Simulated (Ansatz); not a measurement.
Two G0W0 runs on PtSe2/PtSe2 (1T bilayer).

The cell holds 6 atoms: 2 Pt and 4 Se. Cell: a = 3.722 Å, b = 3.722 Å, c = 39.000 Å, α = 90.0°, β = 90.0°, γ = 120.0°. It derives from Pt1Se2. Regions: layer 1 (PtSe2), 3 atoms (1 Pt and 2 Se); layer 2 (PtSe2), 3 atoms (1 Pt and 2 Se). Vacuum lies along c.

```xyz
6
Lattice="3.7217 0.0000 0.0000 -1.8608 3.2231 0.0000 0.0000 0.0000 39.0000" Properties=species:S:1:pos:R:3
Pt    0.0000    0.0000   16.8819
Se    0.0000    2.1487   18.1849
Se    1.8608    1.0744   15.5606
Pt    0.0000    2.1487   22.1186
Se    0.0000    0.0000   23.4394
Se    1.8608    1.0744   20.8075
```

The structure was relaxed with PBE-D3(BJ). The runs that relaxed it are not among those shown. Spin-orbit coupling is left out unless a run names it.

The first (Ansatz 0.2.0; start PBE, 6×6×1 mesh, 760 empty bands, screening to 80 eV, PAW set soft_1 files; 1 × NVIDIA H100 80GB HBM3 (shared by 6 runs) with 3 threads of AMD EPYC 7R13 (Zen 3), shared host) gave, on its mesh: starting gap 0.86 eV, G0W0 gap 1.42 eV, mean of 1 + 4πα/V (set by the cell height) 4.60, 65 s.

Question: The second changes empty bands from 760 to 310 and screening cutoff (eV) from 80.0 to 44. What does it give?

It gave: starting gap 0.86 eV, G0W0 gap 1.36 eV, mean of 1 + 4πα/V (set by the cell height) 4.72, 55 s. The G0W0 gap moves by −0.06 eV, +0.00 eV from the start and −0.06 eV from the correction. Σc changes by +0.31 eV at the valence top and +0.25 eV at the conduction bottom, and Σx − Vxc between them by +0.00 eV.

Limits: not at the basis limit; coarse mesh for a sheet; no spin polarisation; d states lean on the start; no spin-orbit coupling.

[Paths, hosts, dates, memory and timing lines, banners, echoed tables and standing remarks are left out of the program output.]

[Logs are printed without paths, hosts, clocks, repeated set-up lines and the standing remarks that a program may print on its own settings, such as how far it seeks lower states.]

[Runs of the session that timed out or met a known fault of the program may be left out.]

[Cells called generated may have been cut or substituted from an entry of the Crystallography Open Database or the Materials Project.]

[Hosts, paths, dates, database ids (printed as entryN), source tags and the programs' standing remarks are cut or masked in the printed files.]
